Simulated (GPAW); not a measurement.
**Dielectric function and optical constants of Ba3TiO (model structure)**

Aim: the dielectric function of Ba3TiO (model structure), and the optical constants that follow from it. The structure is a model built here, which may or may not match a known phase. It was built so: All Sn replaced by Ti and Sr replaced by Ba in the Pm-3m structure of Sr3SnO. The cell given below was relaxed beforehand with Ansatz.

Calculated with GPAW 26.7.0; DFT, PBE, plane-wave PAW (GPAW data sets), scalar-relativistic, RPA, optical limit.

Report form: the programs' logs are mostly left out.

**1. The structure**

Symmetry: Pm-3m, No. 221, cubic system. The conventional cell has a = 5.474 Å, b = 5.474 Å, c = 5.474 Å, α = 90.00°, β = 90.00°, γ = 90.00°. Nearest to Ba lie 2 O at 2.74 Å. Ti has 12 Ba at 3.87 Å nearest. O has 6 Ba at 2.74 Å nearest. All Sn replaced by Ti and Sr replaced by Ba in the Pm-3m structure of Sr3SnO. Farther neighbours and most contacts between anions are not listed.

**2. Ground state**

First the ground state: is it a metal or has it a gap?

This step: DFT, PBE, plane-wave PAW (GPAW data sets), scalar-relativistic, ground state (GPAW 26.7.0).

The input, gs.py:

```python
from ase import Atoms
from ase.dft.bandgap import bandgap
from gpaw import GPAW, PW, FermiDirac

atoms = Atoms(['Ba', 'Ba', 'Ba', 'Ti', 'O'],
              cell=[[5.47418198, 0.00000000, 0.00000000],
                    [0.00000000, 5.47418198, 0.00000000],
                    [0.00000000, 0.00000000, 5.47418198]],
              scaled_positions=[[0.50000000, 0.50000000, 1.00000000],
                                [0.50000000, 0.00000000, 0.50000000],
                                [1.00000000, 0.50000000, 0.50000000],
                                [0.00000000, 1.00000000, 0.00000000],
                                [0.50000000, 0.50000000, 0.50000000]],
              pbc=[True, True, True])
atoms.calc = GPAW(mode=PW(500), xc='PBE', kpts={'size': (4, 4, 4), 'gamma': True},
                  occupations=FermiDirac(0.05), maxiter=150, txt='gs.txt')
print('energy (eV)', atoms.get_potential_energy())
print('Fermi level (eV)', atoms.calc.get_fermi_level())
print('valence electrons', atoms.calc.get_number_of_electrons())
print('gap (eV)', bandgap(atoms.calc, output=None)[0])
print('direct gap (eV)', bandgap(atoms.calc, direct=True, output=None)[0])
atoms.calc.write('gs.gpw')
```

On the command line:

```sh
$ OMP_NUM_THREADS=1 python gs.py
```

Elapsed: 76 s, on 1 thread of Arm Neoverse N1, shared host; peak memory 0.21 GiB.

This run has no spin polarisation, although Ti can carry a moment.

Read-outs, printed or worked out from the files:

```
energy       : -19.35 eV
Fermi energy : 7.120 eV
electrons    : 48
```

There are states at the Fermi level within the smearing, so the occupations stay smeared and the carriers get a Drude term.

**3. Bands for the response**

The response needs many more empty bands than the density does.

This step: DFT, PBE, plane-wave PAW (GPAW data sets), scalar-relativistic, bands at fixed density (GPAW 26.7.0).

The input, nscf.py:

```python
from ase.dft.bandgap import bandgap
from gpaw import GPAW, FermiDirac

calc = GPAW('gs.gpw').fixed_density(kpts={'size': (6, 6, 6), 'gamma': True}, nbands=54, convergence={'bands': 48},
                                    occupations=FermiDirac(0.05), txt='nscf.txt')
print('gap (eV)', bandgap(calc, output=None)[0])
print('direct gap (eV)', bandgap(calc, direct=True, output=None)[0])
calc.write('full.gpw', mode='all')
```

On the command line:

```sh
$ OMP_NUM_THREADS=1 python nscf.py
```

It took 2.8 min on 1 thread; peak memory 0.29 GiB.

**4. Dielectric function, RPA**

Local fields let the induced charge screen the field inside the cell, which as a rule lowers ε, most along directions where the density is uneven.

This step: DFT, PBE, plane-wave PAW (GPAW data sets), scalar-relativistic, RPA, optical limit (GPAW 26.7.0).

The input, df.py:

```python
from gpaw.response.df import DielectricFunction

df = DielectricFunction('full.gpw', frequencies={'type': 'nonlinear', 'domega0': 0.03, 'omega2': 8},
                        ecut=50,
                        eta=0.15,
                        nbands=48,
                        rate=0.05,
                        txt='df.txt')
for direction in ['x']:
    df.get_dielectric_function(xc='RPA', direction=direction, filename=f'df_{direction}.csv')
```

On the command line:

```sh
$ OMP_NUM_THREADS=1 python df.py
```

Wall time 49 s (1 thread); peak memory 0.66 GiB.

Sum at mesh points, not converged in k. The Im ε, E ∥ x by photon energy; read off at these points:

| photon energy (eV) | Im ε, E ∥ x |
| --- | --- |
| 0.50 | 58.0 |
| 0.75 | 36.2 |
| 1.00 | 27.2 |
| 1.25 | 24.8 |
| 1.50 | 17.2 |
| 1.75 | 10.7 |
| 2.00 | 7.51 |
| 2.25 | 6.62 |
| 2.50 | 6.68 |
| 2.75 | 4.92 |
| 3.00 | 3.90 |
| 3.25 | 3.38 |
| 3.50 | 3.51 |
| 3.75 | 2.97 |
| 4.00 | 2.85 |
| 4.25 | 2.48 |
| 4.50 | 2.34 |
| 4.75 | 2.55 |
| 5.00 | 2.83 |
| 5.25 | 2.62 |
| 5.50 | 2.42 |
| 5.75 | 2.47 |
| 6.00 | 2.19 |
| 6.25 | 2.07 |
| 6.50 | 2.30 |
| 6.75 | 2.08 |
| 7.00 | 1.65 |
| 7.25 | 2.04 |
| 7.50 | 1.90 |
| 7.75 | 1.50 |
| 8.00 | 1.83 |
| 8.25 | 1.57 |
| 8.50 | 1.29 |
| 8.75 | 0.929 |
| 9.00 | 0.841 |
| 9.25 | 0.867 |
| 9.50 | 0.801 |
| 9.75 | 0.716 |
| 10.00 | 0.624 |

Values under 1 per cm are given as 1; sum at mesh points, not converged in k. Absorption coefficient, E ∥ x against photon energy:

| photon energy (eV) | absorption coefficient, E ∥ x (1/cm) |
| --- | --- |
| 0.4922 | 2.9e5 |
| 0.7479 | 3.7e5 |
| 1.0102 | 4.2e5 |
| 1.2454 | 5.1e5 |
| 1.4862 | 5.9e5 |
| 1.7326 | 6.0e5 |
| 1.9850 | 5.8e5 |
| 2.2435 | 5.4e5 |
| 2.5083 | 6.1e5 |
| 2.7405 | 6.1e5 |
| 3.0178 | 5.8e5 |
| 3.2611 | 5.4e5 |
| 3.5097 | 5.6e5 |
| 3.7639 | 5.7e5 |
| 3.9800 | 5.3e5 |
| 4.2448 | 5.6e5 |
| 4.5157 | 5.0e5 |
| 4.7463 | 5.1e5 |
| 4.9814 | 5.8e5 |
| 5.2696 | 6.3e5 |
| 5.5150 | 6.1e5 |
| 5.7654 | 6.6e5 |
| 6.0209 | 6.5e5 |
| 6.2291 | 6.3e5 |
| 6.4942 | 7.0e5 |
| 6.7648 | 7.5e5 |
| 6.9854 | 6.4e5 |
| 7.2665 | 7.3e5 |
| 7.4958 | 8.0e5 |
| 7.7290 | 7.1e5 |
| 8.0263 | 8.1e5 |
| 8.2689 | 8.3e5 |
| 8.5159 | 8.2e5 |
| 8.7673 | 7.2e5 |
| 9.0232 | 6.4e5 |
| 9.2183 | 6.1e5 |
| 9.4826 | 6.2e5 |
| 9.7519 | 5.9e5 |
| 10.0262 | 5.3e5 |

Sum at mesh points, not converged in k. The loss function −Im 1/ε at q → 0, E ∥ x by energy loss; read off at these points:

| energy loss (eV) | loss function −Im 1/ε at q → 0, E ∥ x |
| --- | --- |
| 0.5 | 0.0168 |
| 1.0 | 0.0352 |
| 1.5 | 0.0432 |
| 2.0 | 0.0784 |
| 2.5 | 0.111 |
| 3.0 | 0.177 |
| 3.5 | 0.251 |
| 4.0 | 0.337 |
| 4.5 | 0.428 |
| 5.0 | 0.352 |
| 5.5 | 0.413 |
| 6.0 | 0.456 |
| 6.5 | 0.436 |
| 7.0 | 0.604 |
| 7.5 | 0.515 |
| 8.0 | 0.546 |
| 8.5 | 0.693 |
| 9.0 | 1.16 |
| 9.5 | 1.25 |
| 10.0 | 1.59 |

Sum at mesh points, not converged in k. The reflectivity at normal incidence, E ∥ x by photon energy; read off at these points:

| photon energy (eV) | reflectivity at normal incidence, E ∥ x (%) |
| --- | --- |
| 0.500 | 71.4 |
| 0.750 | 67.5 |
| 1.000 | 62.5 |
| 1.250 | 62.4 |
| 1.500 | 65.0 |
| 1.662 | 66.2 |
| 1.750 | 65.2 |
| 2.000 | 60.6 |
| 2.250 | 50.8 |
| 2.500 | 51.9 |
| 2.750 | 51.7 |
| 3.000 | 47.3 |
| 3.250 | 39.7 |
| 3.500 | 36.3 |
| 3.750 | 36.2 |
| 4.000 | 28.8 |
| 4.250 | 29.9 |
| 4.500 | 22.2 |
| 4.750 | 19.7 |
| 5.000 | 22.1 |
| 5.250 | 24.8 |
| 5.500 | 21.5 |
| 5.750 | 22.2 |
| 6.000 | 21.8 |
| 6.250 | 19.1 |
| 6.500 | 20.8 |
| 6.750 | 24.6 |
| 7.000 | 18.1 |
| 7.250 | 18.8 |
| 7.500 | 23.6 |
| 7.554 | 24.0 |
| 7.750 | 19.7 |
| 8.000 | 20.1 |
| 8.250 | 25.1 |
| 8.500 | 26.9 |
| 8.704 | 29.4 |
| 8.750 | 28.3 |
| 9.000 | 21.6 |
| 9.250 | 17.3 |
| 9.500 | 17.9 |
| 9.750 | 17.5 |
| 10.000 | 16.2 |

Sum at mesh points, not converged in k. Im ε, E ∥ x against photon energy; read off at these points:

| photon energy (eV) | without local fields | with local fields |
| --- | --- | --- |
| 0.50 | 65.4 | 58.0 |
| 1.00 | 28.0 | 27.2 |
| 1.50 | 14.4 | 17.2 |
| 2.00 | 7.61 | 7.51 |
| 2.39 | 7.60 | 7.03 |
| 2.50 | 7.16 | 6.68 |
| 3.00 | 4.03 | 3.90 |
| 3.50 | 3.76 | 3.51 |
| 4.00 | 3.13 | 2.85 |
| 4.50 | 2.63 | 2.34 |
| 5.00 | 2.90 | 2.83 |
| 5.50 | 2.22 | 2.42 |
| 6.00 | 2.15 | 2.19 |
| 6.50 | 2.51 | 2.30 |
| 7.00 | 1.73 | 1.65 |
| 7.50 | 1.90 | 1.90 |
| 8.00 | 1.88 | 1.83 |
| 8.50 | 1.24 | 1.29 |
| 9.00 | 0.841 | 0.841 |
| 9.50 | 0.780 | 0.801 |
| 10.00 | 0.535 | 0.624 |

Optical constants at common wavelengths, from n + ik = √ε:

| wavelength (nm) | n | k | R (%) | 1/α |
| --- | --- | --- | --- | --- |
| 1550 | 3.57 | 4.656 | 66.4 | 26 nm |
| 1064 | 3.18 | 3.909 | 61.2 | 22 nm |
| 800 | 2.12 | 3.812 | 65.1 | 17 nm |
| 532 | 1.47 | 2.340 | 49.3 | 18 nm |
| 450 | 1.12 | 2.186 | 51.7 | 16 nm |
| 405 | 1.01 | 1.851 | 45.9 | 17 nm |
| 193 | 1.09 | 1.033 | 19.8 | 15 nm |

In reflection the computed colour is faintly pink-red: x = 0.327, y = 0.328, luminous reflectivity 53 %.

**5. Results**

In words: At this level (PBE, RPA) Ba3TiO is a metal. The mesh is too coarse to trust the carriers' weight, the reflectivity or the colour to better than tens of per cent. In reflection the computed colour is faintly pink-red: x = 0.327, y = 0.328, luminous reflectivity 53 %. The carriers' damping of 0.05 eV is typed, not computed; it shapes the response at the lowest energies. The run has no spin polarisation; magnetic order or correlation, untested here, could change the spectrum. Spin-orbit coupling is left out although heavy atoms are present. The curves end at 10 eV, about where the summed bands run out. In this version of GPAW the matrix elements of the optical limit are incomplete, which can lower ε − 1 by up to a tenth where first-row anions or d states rule, and shift it by more in d metals. GPAW's carrier term has the form −ωp²/(ω + i·rate)², which damps like twice the rate and fails at low energy, so the curves leave the lowest energies out. The sum runs over mesh points 0.19 Å⁻¹ apart with no interpolation, so peaks are partly noise of the mesh, and the Drude plasma energy, a sum over the Fermi surface, isn't converged.

[Machine, clock and banner lines and Python warnings are left out of the logs.]

[Logs are printed without paths, hosts, clocks, repeated set-up lines and the standing remarks that a program may print on its own settings, such as how far it seeks lower states.]

[Hosts, paths, dates, database ids (printed as entryN), source tags and the programs' standing remarks are cut or masked in the printed files.]
